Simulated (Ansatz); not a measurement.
Planning a GW calculation on BiOBr (P4/nmm).

The database entry behind the starting cell differs from later determinations by our own check (0.1 to 0.3 % short, probably kX units), so it need not match the best structure at ambient conditions.

```
Bi Br O
1.0
     3.91600    0.00000    0.00000
     0.00000    3.91600    0.00000
     0.00000    0.00000    8.07700
Bi Br O
2 2 2
Direct
  0.00000 0.50000 0.15400
  0.50000 0.00000 0.84600
  0.00000 0.50000 0.65300
  0.50000 0.00000 0.34700
  0.00000 0.00000 0.00000
  0.50000 0.50000 0.00000
```

The cell and positions come from the Crystallography Open Database and are kept as given unless a step says otherwise. Spin-orbit coupling is left out unless a run names it. PAW set soft_2, made with PBE.

Runs so far (Ansatz 0.2.0, start r2SCAN, default PAW files, 4×4×2 mesh). Times are wall times on 1 × NVIDIA H100 80GB HBM3 (shared by 6 runs) with 3 threads of AMD EPYC 7R13 (Zen 3), shared host, good to a factor of about two.

```
bands summed  cutoff (eV)  gap on the mesh (eV)   time
         127           50                 3.175  7.4 s
         309          100                 3.275   14 s
         544          150                 3.396   24 s
         945          220                 3.476   42 s
```

Question: What should the next rung give, with 1489 bands and screening to 300 eV, and where is the limit?

The error falls about as one over the bands when the cutoff rises with them. A line through the two highest rungs given predicts 3.515 eV; the run gave 3.509 eV, close to it. The two highest rungs put the limit near 3.567 eV, the pair below near 3.584 eV; their difference is a rough measure of what is unsettled in bands and cutoff; the mesh is a separate error.

The 4×4×2 mesh misses a band edge: on 6×6×4 the r2SCAN gap is 2.60 eV, so these values are not the fundamental gap, which lies some 0.08 eV lower. Limits: not at the basis limit; no spin-orbit coupling; coarse k mesh.

[Paths, hosts, dates, memory and timing lines, banners, echoed tables and standing remarks are left out of the program output.]

[Logs are printed without paths, hosts, clocks, repeated set-up lines and the standing remarks that a program may print on its own settings, such as how far it seeks lower states.]

[Runs of the session that timed out or met a known fault of the program may be left out.]

[Cells called generated may have been cut or substituted from an entry of the Crystallography Open Database or the Materials Project.]

[Hosts, paths, dates, database ids (printed as entryN), source tags and the programs' standing remarks are cut or masked in the printed files.]
